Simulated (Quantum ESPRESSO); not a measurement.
# Collinear magnetic orders of MnCuAs with Quantum ESPRESSO

Aim: find out which collinear order of MnCuAs costs least.

Method: PBEsol; plane waves with GBRV 1.5 PBEsol potentials, no spin-orbit coupling, in Quantum ESPRESSO 7.5.

## 1. The starting structure

The structure is orthorhombic, space group Pnma (No. 62). The conventional cell has a = 6.619 Å, b = 3.858 Å, c = 7.305 Å, α = 90.00°, β = 90.00°, γ = 90.00°. Nearest to Mn lie 5 As at 2.61 to 2.78 Å and 3 Cu at 2.80 to 2.87 Å. Nearest to Cu lie 4 As at 2.46 to 2.52 Å and 2 Cu at 2.66 Å and 3 Mn at 2.80 to 2.87 Å. As has 4 Cu at 2.46 to 2.52 Å and 5 Mn at 2.61 to 2.78 Å nearest. Farther neighbours are not listed.

The cell comes from Materials Project 2023-11-01, a database of computed structures, and need not be the stable phase.

## 2. Run 1, typed as ferro ++++

The signs are those of the starting moments on the seeded atoms, the atoms that are given a moment.

File pw.in:

```
&CONTROL
  calculation = 'scf'
  prefix = 'pwscf'
  outdir = './tmp'
  pseudo_dir = './pseudo'
  disk_io = 'nowf'
/
&SYSTEM
  ibrav = 0
  celldm(1) = 8
  nat = 12
  ntyp = 3
  ecutwfc = 40
  ecutrho = 280
  nbnd = 103
  occupations = 'smearing'
  smearing = 'fd'
  degauss = 0.00734986
  nspin = 2
  starting_magnetization(1) = 0.2333
  starting_magnetization(2) = 0
  starting_magnetization(3) = 0
/
&ELECTRONS
  conv_thr = 2.4d-08
  electron_maxstep = 150
  mixing_beta = 0.3
/
ATOMIC_SPECIES
Mn     54.9380 mn_pbesol_v1.5.uspp.F.UPF
Cu     63.5460 cu_pbesol_v1.2.uspp.F.UPF
As     74.9216 as_pbesol_v1.uspp.F.UPF
CELL_PARAMETERS alat
   1.5636205494858    0.0000000000000    0.0000000000000
   0.0000000000000    0.9113212172858    0.0000000000000
   0.0000000000000    0.0000000000000    1.7255409104435
ATOMIC_POSITIONS crystal
Mn      0.9583900700    0.7500000000    0.1863232200
Mn      0.0416099300    0.2500000000    0.8136767800
Mn      0.4583900700    0.7500000000    0.3136767800
Mn      0.5416099300    0.2500000000    0.6863232200
Cu      0.8801615100    0.7500000000    0.5623762400
Cu      0.1198384900    0.2500000000    0.4376237600
Cu      0.3801615100    0.7500000000    0.9376237600
Cu      0.6198384900    0.2500000000    0.0623762400
As      0.2556784500    0.7500000000    0.6205452400
As      0.7443215400    0.2500000000    0.3794547600
As      0.7556784600    0.7500000000    0.8794547600
As      0.2443215500    0.2500000000    0.1205452400
K_POINTS automatic
4 8 4 0 0 0
```

The run is started by

```sh
$ OMP_NUM_THREADS=1 mpirun -n 4 pw.x -nk 4 -in pw.in > pw.out
```

Output:

```text
Program PWSCF v.7.5 starts

     Message from routine setup:
     using ibrav=0 with symmetry is DISCOURAGED, use correct ibrav instead

     K-points division:     npool     =       4
     Subspace diagonalization in iterative solution of the eigenvalue problem:

     G-vector sticks info
     --------------------
     sticks:   dense  smooth     PW     G-vecs:    dense   smooth      PW
     Sum        2041    1159    337                99637    43097    6835

     Using Slab Decomposition

     bravais-lattice index     =            0
     lattice parameter (alat)  =       8.0000  a.u.
     unit-cell volume          =    1258.9198 (a.u.)^3
     number of atoms/cell      =           12
     number of atomic types    =            3
     number of electrons       =       156.00
     number of Kohn-Sham states=          103
     kinetic-energy cutoff     =      40.0000  Ry
     charge density cutoff     =     280.0000  Ry
     scf convergence threshold =      2.4E-08
     mixing beta               =       0.3000
     number of iterations used =            8  plain     mixing
     Exchange-correlation= SLA  PW   PSX  PSC
                           (   1   4  10   8   0   0   0)

     celldm(1)=   8.000000  celldm(2)=   0.000000  celldm(3)=   0.000000
     celldm(4)=   0.000000  celldm(5)=   0.000000  celldm(6)=   0.000000

     crystal axes: (cart. coord. in units of alat)
               a(1) = (   1.563621   0.000000   0.000000 )
               a(2) = (   0.000000   0.911321   0.000000 )
               a(3) = (   0.000000   0.000000   1.725541 )

     reciprocal axes: (cart. coord. in units 2 pi/alat)
               b(1) = (  0.639541  0.000000  0.000000 )
               b(2) = (  0.000000  1.097308  0.000000 )
               b(3) = (  0.000000  0.000000  0.579528 )

     PseudoPot. # 1 for Mn read from file:
     mn_pbesol_v1.5.uspp.F.UPF
     Pseudo is Ultrasoft + core correction, Zval = 15.0
     Generated by new atomic code, or converted to UPF format
     Using radial grid of  859 points,  6 beta functions with:
                l(1) =   0
                l(2) =   0
                l(3) =   1
                l(4) =   1
                l(5) =   2
                l(6) =   2
     Q(r) pseudized with  8 coefficients,  rinner =    0.950   0.950   0.950
                                                       0.950   0.950

     PseudoPot. # 2 for Cu read from file:
     cu_pbesol_v1.2.uspp.F.UPF
     Pseudo is Ultrasoft + core correction, Zval = 19.0
     Generated by new atomic code, or converted to UPF format
     Using radial grid of  867 points,  6 beta functions with:
                l(1) =   0
                l(2) =   0
                l(3) =   1
                l(4) =   1
                l(5) =   2
                l(6) =   2
     Q(r) pseudized with  8 coefficients,  rinner =    1.150   1.150   1.150
                                                       1.150   1.150

     PseudoPot. # 3 for As read from file:
     as_pbesol_v1.uspp.F.UPF
     Pseudo is Ultrasoft + core correction, Zval =  5.0
     Generated by new atomic code, or converted to UPF format
     Using radial grid of  875 points,  6 beta functions with:
                l(1) =   0
                l(2) =   0
                l(3) =   1
                l(4) =   1
                l(5) =   2
                l(6) =   2
     Q(r) pseudized with  8 coefficients,  rinner =    1.300   1.300   1.300
                                                       1.300   1.300

     atomic species   valence    mass     pseudopotential
     Mn               15.00    54.93800     Mn( 1.00)
     Cu               19.00    63.54600     Cu( 1.00)
     As                5.00    74.92160     As( 1.00)

     Starting magnetic structure
     atomic species   magnetization
     Mn              0.233
     Cu              0.000
     As              0.000

      8 Sym. Ops., with inversion, found ( 6 have fractional translation)

   Cartesian axes

     site n.     atom                  positions (alat units)
         1        Mn     tau(   1) = (   1.4985584   0.6834909   0.3215083  )
         2        Mn     tau(   2) = (   0.0650621   0.2278303   1.4040326  )
         3        Mn     tau(   3) = (   0.7167481   0.6834909   0.5412621  )
         4        Mn     tau(   4) = (   0.8468724   0.2278303   1.1842788  )
         5        Cu     tau(   5) = (   1.3762386   0.6834909   0.9704032  )
         6        Cu     tau(   6) = (   0.1873819   0.2278303   0.7551377  )
         7        Cu     tau(   7) = (   0.5944283   0.6834909   1.6179082  )
         8        Cu     tau(   8) = (   0.9691922   0.2278303   0.1076328  )
         9        As     tau(   9) = (   0.3997841   0.6834909   1.0707762  )
        10        As     tau(  10) = (   1.1638365   0.2278303   0.6547647  )
        11        As     tau(  11) = (   1.1815944   0.6834909   1.5175352  )
        12        As     tau(  12) = (   0.3820262   0.2278303   0.2080057  )

     number of k points=    45  Fermi-Dirac smearing, width (Ry)=  0.0073
                       cart. coord. in units 2pi/alat
        k(    1) = (   0.0000000   0.0000000   0.0000000), wk =   0.0078125
        k(    2) = (   0.0000000   0.0000000   0.1448821), wk =   0.0156250
        k(    3) = (   0.0000000   0.0000000  -0.2897642), wk =   0.0078125
        k(    4) = (   0.0000000   0.1371635   0.0000000), wk =   0.0156250
        k(    5) = (   0.0000000   0.1371635   0.1448821), wk =   0.0312500
        [... 40 further k-points ...]

     Dense  grid:    99637 G-vectors     FFT dimensions: (  72,  40,  80)

     Smooth grid:    43097 G-vectors     FFT dimensions: (  54,  30,  60)

     Check: negative core charge=   -0.000024
     Generating pointlists ...
     new r_m :   0.2546 (alat units)  2.0365 (a.u.) for type    1
     new r_m :   0.2395 (alat units)  1.9164 (a.u.) for type    2
     new r_m :   0.2395 (alat units)  1.9164 (a.u.) for type    3

     Initial potential from superposition of free atoms

     starting charge     149.9987, renormalised to     156.0000
     Starting wfcs are  120 randomized atomic wfcs

     Self-consistent Calculation

     iteration #  1     ecut=    40.00 Ry     beta= 0.30
     Davidson diagonalization with overlap
     ethr =  1.00E-02,  avg # of iterations =  3.0

     total energy              =   -2610.33938336 Ry
     estimated scf accuracy    <      24.61636146 Ry

     total magnetization       =     7.90 Bohr mag/cell
     absolute magnetization    =     8.56 Bohr mag/cell

     iteration #  2     ecut=    40.00 Ry     beta= 0.30
     Davidson diagonalization with overlap
     ethr =  1.00E-02,  avg # of iterations =  3.2

     total energy              =   -2609.25846684 Ry
     estimated scf accuracy    <      83.51410493 Ry

     total magnetization       =     1.16 Bohr mag/cell
     absolute magnetization    =     1.38 Bohr mag/cell

     iteration #  3     ecut=    40.00 Ry     beta= 0.30
     Davidson diagonalization with overlap
     ethr =  1.00E-02,  avg # of iterations =  2.0

     total energy              =   -2618.05079879 Ry
     estimated scf accuracy    <       4.88551306 Ry

     total magnetization       =    13.51 Bohr mag/cell
     absolute magnetization    =    14.02 Bohr mag/cell

     [... further iterations left out ...]

     iteration # 16     ecut=    40.00 Ry     beta= 0.30
     Davidson diagonalization with overlap
     ethr =  6.05E-09,  avg # of iterations =  3.6

     negative rho (up, down):  0.000E+00 6.574E-04

     total energy              =   -2618.20551605 Ry
     estimated scf accuracy    <       0.00000028 Ry

     total magnetization       =    16.08 Bohr mag/cell
     absolute magnetization    =    16.51 Bohr mag/cell

     iteration # 17     ecut=    40.00 Ry     beta= 0.30
     Davidson diagonalization with overlap
     ethr =  1.80E-10,  avg # of iterations =  7.0

     negative rho (up, down):  0.000E+00 6.572E-04

     total energy              =   -2618.20551647 Ry
     estimated scf accuracy    <       0.00000086 Ry

     total magnetization       =    16.08 Bohr mag/cell
     absolute magnetization    =    16.51 Bohr mag/cell

     iteration # 18     ecut=    40.00 Ry     beta= 0.30
     Davidson diagonalization with overlap
     ethr =  1.80E-10,  avg # of iterations =  3.2

     negative rho (up, down):  0.000E+00 6.573E-04

     total energy              =   -2618.20551662 Ry
     estimated scf accuracy    <       0.00000002 Ry

     total magnetization       =    16.08 Bohr mag/cell
     absolute magnetization    =    16.51 Bohr mag/cell

     iteration # 19     ecut=    40.00 Ry     beta= 0.30
     Davidson diagonalization with overlap
     ethr =  1.58E-11,  avg # of iterations =  2.9

     negative rho (up, down):  0.000E+00 6.574E-04

     Magnetic moment per site  (integrated on atomic sphere of radius R)
     atom   1 (R=0.255)  charge= 13.2962  magn=  3.7307
     atom   2 (R=0.255)  charge= 13.2962  magn=  3.7307
     atom   3 (R=0.255)  charge= 13.2962  magn=  3.7307
     atom   4 (R=0.255)  charge= 13.2962  magn=  3.7307
     atom   5 (R=0.240)  charge= 17.5944  magn=  0.0626
     atom   6 (R=0.240)  charge= 17.5944  magn=  0.0626
     atom   7 (R=0.240)  charge= 17.5944  magn=  0.0626
     atom   8 (R=0.240)  charge= 17.5944  magn=  0.0626
     atom   9 (R=0.240)  charge=  2.7153  magn=  0.0015
     atom  10 (R=0.240)  charge=  2.7153  magn=  0.0015
     atom  11 (R=0.240)  charge=  2.7153  magn=  0.0015
     atom  12 (R=0.240)  charge=  2.7153  magn=  0.0015

     End of self-consistent calculation

     [... lines left out ...]
     the Fermi energy is    12.5916 ev

!    total energy              =   -2618.20551662 Ry
     estimated scf accuracy    <          8.0E-09 Ry
     smearing contrib. (-TS)   =      -0.01923138 Ry
     internal energy E=F+TS    =   -2618.18628524 Ry

     The total energy is F=E-TS. E is the sum of the following terms:
     one-electron contribution =   -1887.34087719 Ry
     hartree contribution      =    1012.79589891 Ry
     xc contribution           =    -384.57779802 Ry
     ewald contribution        =   -1359.06350894 Ry

     total magnetization       =    16.08 Bohr mag/cell
     absolute magnetization    =    16.51 Bohr mag/cell

     convergence has been achieved in  19 iterations

=------------------------------------------------------------------------------=
   JOB DONE.
=------------------------------------------------------------------------------=
```

Elapsed: 9.1 min, on 4 MPI ranks of Intel Xeon Platinum 8259CL at 2.50GHz (Skylake/Cascade Lake), shared host; peak memory 1.6 GiB.

Spin moment in the atom's sphere by atom:

```
atom  spin moment in the atom's sphere (μB)
 Mn1                                   3.73
 Mn2                                   3.73
 Mn3                                   3.73
 Mn4                                   3.73
 Cu5                                   0.06
 Cu6                                   0.06
 Cu7                                   0.06
 Cu8                                   0.06
 As9                                   0.00
As10                                   0.00
As11                                   0.00
As12                                   0.00
```

This step gave:

| Item | Value |
| --- | --- |
| smearing term TS | 0.2617 eV |
| magnetization | 16.08 μB |
| absolute magnetization | 16.51 μB |
| final state | ferromagnetic |

[end of part 1 of 2]

[Logs and program files are shortened in this print: banners, set-up blocks, solver, clock and traceback lines can be left out without a mark of their own.]

[Logs are printed without paths, hosts, clocks, repeated set-up lines and the standing remarks that a program may print on its own settings, such as how far it seeks lower states.]

[Hosts, paths, dates, database ids (printed as entryN), source tags and the programs' standing remarks are cut or masked in the printed files.]

[Where a cell is said to come from a database of computed structures, the database is the Materials Project.]
